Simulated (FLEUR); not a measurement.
## Collinear magnetic orders of MnGe with FLEUR

Wanted: the moments of MnGe and the energy of each order that was tried.

Method: PBEsol; all-electron FLAPW, Dirac cores, scalar-relativistic bands, in FLEUR MaX-R8.1.

Experimental background.

For MnGe, cubic B20 (FeSi type) (earlier experiment), “Magnetic, thermodynamic, and electrical transport properties of the noncentrosymmetric B20 germanides MnGe and CoGe” (2014, arxiv:1407.2968) quotes earlier work: moment (saturation moment per Mn at low temperature and fields above 80 kOe) about 2 μB [literature value quoted as a limit approached at low temperature and fields above 80 kOe].

### Step 1. Starting point

The structure is cubic, space group P2_13 (No. 198). The conventional cell has a = 4.725 Å, b = 4.725 Å, c = 4.725 Å, α = 90.00°, β = 90.00°, γ = 90.00°. Mn has 7 Ge at 2.41 to 2.65 Å nearest. Ge has 7 Mn at 2.41 to 2.65 Å nearest. Farther neighbours are not listed.

Structure file:

```xyz
8
Lattice="4.7250 0.0000 0.0000 0.0000 4.7250 0.0000 0.0000 0.0000 4.7250" Properties=species:S:1:pos:R:3 pbc="T T T"
Mn    3.0104    0.6479    1.7146
Mn    0.6479    1.7146    3.0104
Mn    1.7146    3.0104    0.6479
Mn    4.0771    4.0771    4.0771
Ge    1.6177    3.9802    3.1073
Ge    3.9802    3.1073    1.6177
Ge    3.1073    1.6177    3.9802
Ge    0.7448    0.7448    0.7448
```

The cell comes from a database of computed structures and need not be the stable phase.

### Step 2. Run 1 (ferro ++++)

The parallel start is the test of whether parallel moments hold.

inpgen writes inp.xml from crystal.txt; cutoffs, mixing, functional, smearing and local orbitals are then set in the file. The k list default-1 (kpts.xml, not shown) is a Γ-centred 6×6×6 mesh; where the ranks do not divide the number of points, some are split in two of half the weight.

inp.xml

```
<?xml version="1.0" encoding="UTF-8" standalone="no"?>
<fleurInput fleurInputVersion="0.39">
   <comment>
      MnGe
   </comment>
   <calculationSetup>
      <cutoffs Kmax="3.69" Gmax="11.1" GmaxXC="11.1" numbands="0"/>
      <scfLoop itmax="90" minDistance="0.00002" maxIterBroyd="15" imix="Anderson" alpha="0.05" precondParam="0.0" spinf="2.0" sdNocoIR="T"/>
      <coreElectrons ctail="T" frcor="F" kcrel="0" coretail_lmax="0"/>
      <xcFunctional name="PBEs" relativisticCorrections="F"/>
      <magnetism jspins="2"/>
      <soc l_soc="F" theta="0.0" phi="0.0" spav="F"/>
      <expertModes spex="0" secvar="F"/>
      <geometryOptimization l_f="F" forcealpha="1.0" forcemix="BFGS" epsdisp="0.00001" epsforce="0.00001"/>
      <ldaU l_linMix="F" mixParam="0.05" spinf="1.0"/>
   </calculationSetup>
   <cell>
      <bzIntegration valenceElectrons="116.0" mode="hist" fermiSmearingEnergy="0.00183747">
         <kPointListSelection listName="default-1"/>
         <xi:include xmlns:xi="http://www.w3.org/2001/XInclude" href="kpts.xml"> </xi:include>
      </bzIntegration>
      <xi:include xmlns:xi="http://www.w3.org/2001/XInclude" href="sym.xml"> </xi:include>
      <bulkLattice scale="1.0">
         <bravaisMatrix>
            <row-1>    8.9289617212969397     0.0000000000000000     0.0000000000000000</row-1>
            <row-2>    0.0000000000000000     8.9289617212969397     0.0000000000000000</row-2>
            <row-3>    0.0000000000000000     0.0000000000000000     8.9289617212969397</row-3>
         </bravaisMatrix>
      </bulkLattice>
   </cell>
   <atomSpecies>
      <species name="Manganese 3.501" element="Mn" atomicNumber="25">
         <mtSphere radius="2.22" gridPoints="735" logIncrement="0.016"/>
         <atomicCutoffs lmax="8" lnonsphr="6"/>
         <electronConfig flipSpins="F">
            <coreConfig>(1s1/2) (2s1/2) (2p1/2) (2p3/2)</coreConfig>
            <valenceConfig>(3s1/2) (3p1/2) (3p3/2) (4s1/2) (3d3/2) (3d5/2)</valenceConfig>
            <stateOccupation state="(3d3/2)" spinUp="1.2505" spinDown="0.7495"/>
            <stateOccupation state="(3d5/2)" spinUp="3.0" spinDown="0.0"/>
         </electronConfig>
         <energyParameters s="4" p="4" d="3" f="4"/>
         <lo type="SCLO" l="0" n="3" eDeriv="0"/>
         <lo type="SCLO" l="1" n="3" eDeriv="0"/>
      </species>
      <species name="Germanium (Ge)" element="Ge" atomicNumber="32">
         <mtSphere radius="2.22" gridPoints="735" logIncrement="0.017"/>
         <atomicCutoffs lmax="8" lnonsphr="6"/>
         <electronConfig flipSpins="F">
            <coreConfig>(1s1/2) (2s1/2) (2p1/2) (2p3/2) (3s1/2) (3p1/2) (3p3/2)</coreConfig>
            <valenceConfig>(4s1/2) (3d3/2) (3d5/2) (4p1/2) (4p3/2)</valenceConfig>
            <stateOccupation state="(4p1/2)" spinUp="0.333333" spinDown="0.333333"/>
            <stateOccupation state="(4p3/2)" spinUp="0.666667" spinDown="0.666667"/>
         </electronConfig>
         <energyParameters s="4" p="4" d="3" f="4"/>
      </species>
   </atomSpecies>
   <atomGroups>
      <atomGroup species="Manganese 3.501">
         <relPos label="                   1">-.3628881800 .1371118200 .3628881800</relPos>
         <relPos label="                   2">.1371118200 .3628881800 -.3628881800</relPos>
         <relPos label="                   3">.3628881800 -.3628881800 .1371118200</relPos>
         <relPos label="                   4">-.1371118200 -.1371118200 -.1371118200</relPos>
         <force calculate="T" relaxXYZ="TTT"/>
      </atomGroup>
      <atomGroup species="Germanium (Ge)">
         <relPos label="                   5">.3423633700 -.1576366300 -.3423633700</relPos>
         <relPos label="                   6">-.1576366300 -.3423633700 .3423633700</relPos>
         <relPos label="                   7">-.3423633700 .3423633700 -.1576366300</relPos>
         <relPos label="                   8">.1576366300 .1576366300 .1576366300</relPos>
         <force calculate="T" relaxXYZ="TTT"/>
      </atomGroup>
   </atomGroups>
   <output dos="F" band="F" slice="F">
      <bandDOS minEnergy="-.5*Htr" maxEnergy="0.5*Htr" sigma="0.015" storeEVData="T"/>
      <plotting iplot="0" polar="F">
         <plot TwoD="T" vec1="  1.0  0.0  0.0" vec2="  0.0  1.0  0.0" vec3="  0.0  0.0  1.0" zero="  0.0  0.0  0.0" file="plot"/>
      </plotting>
      <moessbauerParams electricFieldGradient="F" isomerShift="F" coreHyperfine="F" valenceHyperfine="F"/>
   </output>
</fleurInput>
```

crystal.txt

```
MnGe
&input film=F cartesian=F /
4.72500306000  0.00000000000  0.00000000000
0.00000000000  4.72500306000  0.00000000000
0.00000000000  0.00000000000  4.72500306000
1.8897261246
1.0 1.0 1.0

8
25 0.63711182000  0.13711182000  0.36288818000 : 3.501
25 0.13711182000  0.36288818000  0.63711182000 : 3.501
25 0.36288818000  0.63711182000  0.13711182000 : 3.501
25 0.86288818000  0.86288818000  0.86288818000 : 3.501
32 0.34236337000  0.84236337000  0.65763663000
32 0.84236337000  0.65763663000  0.34236337000
32 0.65763663000  0.34236337000  0.84236337000
32 0.15763663000  0.15763663000  0.15763663000

&kpt div1=6 div2=6 div3=6 gamma=T /
```

Command:

```bash
$ OMP_NUM_THREADS=1 inpgen -f crystal.txt > inpgen.log  # inp.xml is then edited as shown
$ OMP_NUM_THREADS=1 mpirun -n 4 fleur_MPI > fleur.log
```

The log of the run:

```text
Welcome to FLEUR        (www.flapw.de)
      MaX-Release 8.1          (www.max-centre.eu)

 ========== k-point set info ==========
 Selected k-point list: default-1
 k-point list type: mesh
 6 x 6 x 6
 Number of k points: 24

 ------------Calculation Setup---------------------------
 Number of MPI-tasks      :            4
 Number of PE/node        :            4
 Number of OMP-threads    :            1
 k-points in parallel     :            4
 pe's per k-point         :            1
 No of k-point loops      :            6
 Eigenvalue solver        :       lapack
 Number of basis functions:          672
 Approximate size of matrices (H+S) per k-point:         0.013 GB
 --------------------------------------------------------
 Iteration:     1   Distance:      16.78427838 me/bohr^3
 Iteration:     2   Distance:      16.30576528 me/bohr^3
 Iteration:     3   Distance:      13.82525660 me/bohr^3
 Iteration:     4   Distance:       5.21405448 me/bohr^3
 Iteration:     5   Distance:       7.08033843 me/bohr^3
 Iteration:     6   Distance:       3.21105802 me/bohr^3
 Iteration:     7   Distance:       3.73942011 me/bohr^3
 Iteration:     8   Distance:       1.68133341 me/bohr^3
 Iteration:     9   Distance:       1.75255777 me/bohr^3
 Iteration:    10   Distance:       0.30488959 me/bohr^3
 Iteration:    11   Distance:       0.23340824 me/bohr^3
 Iteration:    12   Distance:       0.07175293 me/bohr^3
 Iteration:    13   Distance:       0.04422043 me/bohr^3
 Iteration:    14   Distance:       0.04649501 me/bohr^3
 Iteration:    15   Distance:       0.04091980 me/bohr^3
 Iteration:    16   Distance:       0.04003971 me/bohr^3
 Iteration:    17   Distance:       0.02536744 me/bohr^3
 Iteration:    18   Distance:       0.00750469 me/bohr^3
 Iteration:    19   Distance:       0.00538284 me/bohr^3
 Iteration:    20   Distance:       0.00226046 me/bohr^3
 Iteration:    21   Distance:       0.00071621 me/bohr^3
 Iteration:    22   Distance:       0.00036495 me/bohr^3
 Iteration:    23   Distance:       0.00027241 me/bohr^3
 Iteration:    24   Distance:       0.00003972 me/bohr^3
 Iteration:    25   Distance:       0.00002434 me/bohr^3
 Iteration:    26   Distance:       0.00001118 me/bohr^3

 ********************************************************************
 Run finished successfully
 Stop message:
   all done
 ********************************************************************

--- out.xml (last complete iteration) ---
<iteration numberForCurrentRun="   26" overallNumber="   26">
         <energyParameters units="Htr">
            <atomicEP atomType="1" spin="1" branch="4s" branchLowest="-2.52" branchHighest="2.27" value="0.2038677914"/>
            <atomicEP atomType="1" spin="1" branch="4p" branchLowest="-1.35" branchHighest="2.84" value="0.3277736544"/>
            <atomicEP atomType="1" spin="1" branch="3d" branchLowest="-9.99" branchHighest="0.51" value="0.3190252470"/>
            <atomicEP atomType="1" spin="1" branch="4f" branchLowest="-9.99" branchHighest="3.67" value="0.6325444943"/>
            <loAtomicEP atomType="1" spin="1" branch="3s" branchLowest="-26.67" branchHighest="-2.52" value="-2.5335862763"/>
            <loAtomicEP atomType="1" spin="1" branch="3p" branchLowest="-22.50" branchHighest="-1.35" value="-1.3909101043"/>
            <atomicEP atomType="2" spin="1" branch="4s" branchLowest="-5.61" branchHighest="1.06" value="0.0261107093"/>
            <atomicEP atomType="2" spin="1" branch="4p" branchLowest="-3.67" branchHighest="1.73" value="0.2425984701"/>
            <atomicEP atomType="2" spin="1" branch="3d" branchLowest="-9.99" branchHighest="-0.49" value="-0.5048223619"/>
            <atomicEP atomType="2" spin="1" branch="4f" branchLowest="-9.99" branchHighest="3.64" value="0.6035996302"/>
            <atomicEP atomType="1" spin="2" branch="4s" branchLowest="-2.43" branchHighest="2.33" value="0.2246609035"/>
            <atomicEP atomType="1" spin="2" branch="4p" branchLowest="-1.27" branchHighest="2.91" value="0.3458128015"/>
            <atomicEP atomType="1" spin="2" branch="3d" branchLowest="-9.99" branchHighest="0.60" value="0.3762246122"/>
            <atomicEP atomType="1" spin="2" branch="4f" branchLowest="-9.99" branchHighest="3.74" value="0.6483138511"/>
            <loAtomicEP atomType="1" spin="2" branch="3s" branchLowest="-26.63" branchHighest="-2.43" value="-2.4507096938"/>
            <loAtomicEP atomType="1" spin="2" branch="3p" branchLowest="-22.47" branchHighest="-1.27" value="-1.3097742469"/>
            <atomicEP atomType="2" spin="2" branch="4s" branchLowest="-5.61" branchHighest="1.05" value="0.0164872695"/>
            <atomicEP atomType="2" spin="2" branch="4p" branchLowest="-3.67" branchHighest="1.73" value="0.2321613301"/>
            <atomicEP atomType="2" spin="2" branch="3d" branchLowest="-9.99" branchHighest="-0.49" value="-0.5058820615"/>
            <atomicEP atomType="2" spin="2" branch="4f" branchLowest="-9.99" branchHighest="3.64" value="0.5928674364"/>
         </energyParameters>
         <bandgap value="0.0489136513" units="eV"/>
         <sumValenceSingleParticleEnergies value="-61.4076485096" units="Htr"/>
         <FermiEnergy value="0.3973718998" units="Htr"/>
         <valenceDensity>
            <mtCharges spin="1">
               <mtCharge atomType="1" total="7.8402578" s="1.1229413" p="3.1320845" d="3.5762989" f="0.0075789"/>
               <mtCharge atomType="2" total="6.0506097" s="0.5126813" p="0.5226458" d="5.0006501" f="0.0117910"/>
            </mtCharges>
            <mtCharges spin="2">
               <mtCharge atomType="1" total="5.7641862" s="1.1197695" p="3.1313044" d="1.5040192" f="0.0078244"/>
               <mtCharge atomType="2" total="6.1616144" s="0.5359298" p="0.6189092" d="4.9961023" f="0.0091218"/>
            </mtCharges>
            <spinDependentCharge spin="1" total="61.8975304" interstitial="6.3340602" mtSpheres="55.5634702"/>
            <spinDependentCharge spin="2" total="54.1024696" interstitial="6.3992671" mtSpheres="47.7032025"/>
            <totalCharge value="115.9999999999"/>
         </valenceDensity>
         <coreStates atomType="     1" atomicNumber=" 25" spin="1" kinEnergy="    526.1447417316" eigValSum="   -329.5014460710" lostElectrons=" 0.000000">
            <state n="1" l="0" j="0.5" energy="-235.3314714337" weight="1.0000000000"/>
            <state n="2" l="0" j="0.5" energy="-26.6687143023" weight="1.0000000000"/>
            <state n="2" l="1" j="0.5" energy="-22.7553168279" weight="1.0000000000"/>
            <state n="2" l="1" j="1.5" energy="-22.3729717535" weight="2.0000000000"/>
         </coreStates>
         <coreStates atomType="     1" atomicNumber=" 25" spin="2" kinEnergy="    526.5181567992" eigValSum="   -329.3847979602" lostElectrons=" 0.000000">
            <state n="1" l="0" j="0.5" energy="-235.3316378887" weight="1.0000000000"/>
            <state n="2" l="0" j="0.5" energy="-26.6331690339" weight="1.0000000000"/>
            <state n="2" l="1" j="0.5" energy="-22.7287135617" weight="1.0000000000"/>
            <state n="2" l="1" j="1.5" energy="-22.3456387380" weight="2.0000000000"/>
         </coreStates>
         <coreStates atomType="     2" atomicNumber=" 32" spin="1" kinEnergy="    992.2263903399" eigValSum="   -598.5918939210" lostElectrons=" 0.000468">
            <state n="1" l="0" j="0.5" energy="-401.7947449533" weight="1.0000000000"/>
            <state n="2" l="0" j="0.5" energy="-49.7878326980" weight="1.0000000000"/>
            <state n="2" l="1" j="0.5" energy="-44.2352105039" weight="1.0000000000"/>
            <state n="2" l="1" j="1.5" energy="-43.0654474556" weight="2.0000000000"/>
            <state n="3" l="0" j="0.5" energy="-5.6117675543" weight="1.0000000000"/>
            <state n="3" l="1" j="0.5" energy="-3.7820219140" weight="1.0000000000"/>
            <state n="3" l="1" j="1.5" energy="-3.6247106932" weight="2.0000000000"/>
         </coreStates>
         <coreStates atomType="     2" atomicNumber=" 32" spin="2" kinEnergy="    992.2209995810" eigValSum="   -598.5949094229" lostElectrons=" 0.000472">
            <state n="1" l="0" j="0.5" energy="-401.7951571878" weight="1.0000000000"/>
            <state n="2" l="0" j="0.5" energy="-49.7879333300" weight="1.0000000000"/>
            <state n="2" l="1" j="0.5" energy="-44.2354736945" weight="1.0000000000"/>
            <state n="2" l="1" j="1.5" energy="-43.0656993366" weight="2.0000000000"/>
            <state n="3" l="0" j="0.5" energy="-5.6121287465" weight="1.0000000000"/>
            <state n="3" l="1" j="0.5" energy="-3.7824693973" weight="1.0000000000"/>
            <state n="3" l="1" j="1.5" energy="-3.6251741968" weight="2.0000000000"/>
         </coreStates>
         <allElectronCharges>
            <spinDependentCharge spin="1" total="117.8975304" interstitial="6.3358909" mtSpheres="111.5616395"/>
            <spinDependentCharge spin="2" total="110.1024696" interstitial="6.4011137" mtSpheres="103.7013559"/>
            <totalCharge value="227.9999999580"/>
         </allElectronCharges>
         <magneticMomentsInMTSpheres units="muBohr">
            <globalMagMoment atomType="1" vec="0.00000   0.00000   2.07607"/>
            <localMagMoment atomType="1" vec="0.00000   0.00000   2.07607"/>
            <globalMagMoment atomType="2" vec="0.00000   0.00000  -0.11100"/>
            <localMagMoment atomType="2" vec="0.00000   0.00000  -0.11100"/>
         </magneticMomentsInMTSpheres>
         <moessbauerParams unitsHFF="kG" unitsIS="e/bohr^3" unitsEFG="Htr/bohr^2">
         </moessbauerParams>
         <totalEnergy value="   -13020.4731136098" units="Htr">
            <sumOfEigenvalues value="    -7485.6998380100">
               <coreElectrons value="-7424.2921895004"/>
               <valenceElectrons value="-61.4076485096"/>
            </sumOfEigenvalues>
            <densityCoulombPotentialIntegral value="-20061.3886365204"/>
            <densityEffectivePotentialIntegral value="-20740.1963422371"/>
            <chargeDenXCDenIntegral value="-517.8626617204"/>
            <FockExchangeEnergyValence value="0.0000000000"/>
            <FockExchangeEnergyCore value="0.0000000000"/>
            <atomTypeDependentContributions atomType="1">
               <electronNucleiInteractionDifferentMTs value="5516.2532144626"/>
               <MadelungTerm value="-47.3724775442"/>
            </atomTypeDependentContributions>
            <atomTypeDependentContributions atomType="2">
               <electronNucleiInteractionDifferentMTs value="10093.0918981496"/>
               <MadelungTerm value="-69.6950477001"/>
            </atomTypeDependentContributions>
            <tkbTimesEntropy value="0.0011109600"/>
            <freeEnergy value="-13020.4742245699"/>
            <extrapolationTo0K value="-13020.4736690899"/>
         </totalEnergy>
         <densityConvergence units="me/bohr^3">
            <chargeDensity spin="1" distance="0.0000040402"/>
            <chargeDensity spin="2" distance="0.0000092052"/>
            <overallChargeDensity distance="0.0000111786"/>
            <spinDensity distance="0.0000087839"/>
         </densityConvergence>
      </iteration>
```

Run time: 77 s. Hardware: 4 MPI ranks of AMD EPYC 9R45, shared host; peak memory 0.38 GiB.

Spin moment in the muffin-tin sphere by atom:

| atom | spin moment in the muffin-tin sphere (μB) |
| --- | --- |
| Mn1 | 2.08 |
| Mn2 | 2.08 |
| Mn3 | 2.08 |
| Mn4 | 2.08 |
| Ge5 | -0.11 |
| Ge6 | -0.11 |
| Ge7 | -0.11 |
| Ge8 | -0.11 |

This step gave:

```yaml
free_energy: -354305.1532 eV
program_s_band_gap_on_this_mesh_in_a_metal_only_a_level_spacing: 0.04891 eV
magnetization: 7.795 μB
final_state: ferromagnetic, with opposed induced moments
```

After 26 cycles the largest moment stands at 2.08 μB.

[end of part 1 of 2]

[Logs and program files are shortened in this print: banners, set-up blocks, solver, clock and traceback lines can be left out without a mark of their own.]

[Logs are printed without paths, hosts, clocks, repeated set-up lines and the standing remarks that a program may print on its own settings, such as how far it seeks lower states.]

[Hosts, paths, dates, database ids (printed as entryN), source tags and the programs' standing remarks are cut or masked in the printed files.]

[Where a cell is said to come from a database of computed structures, the database is the Materials Project.]
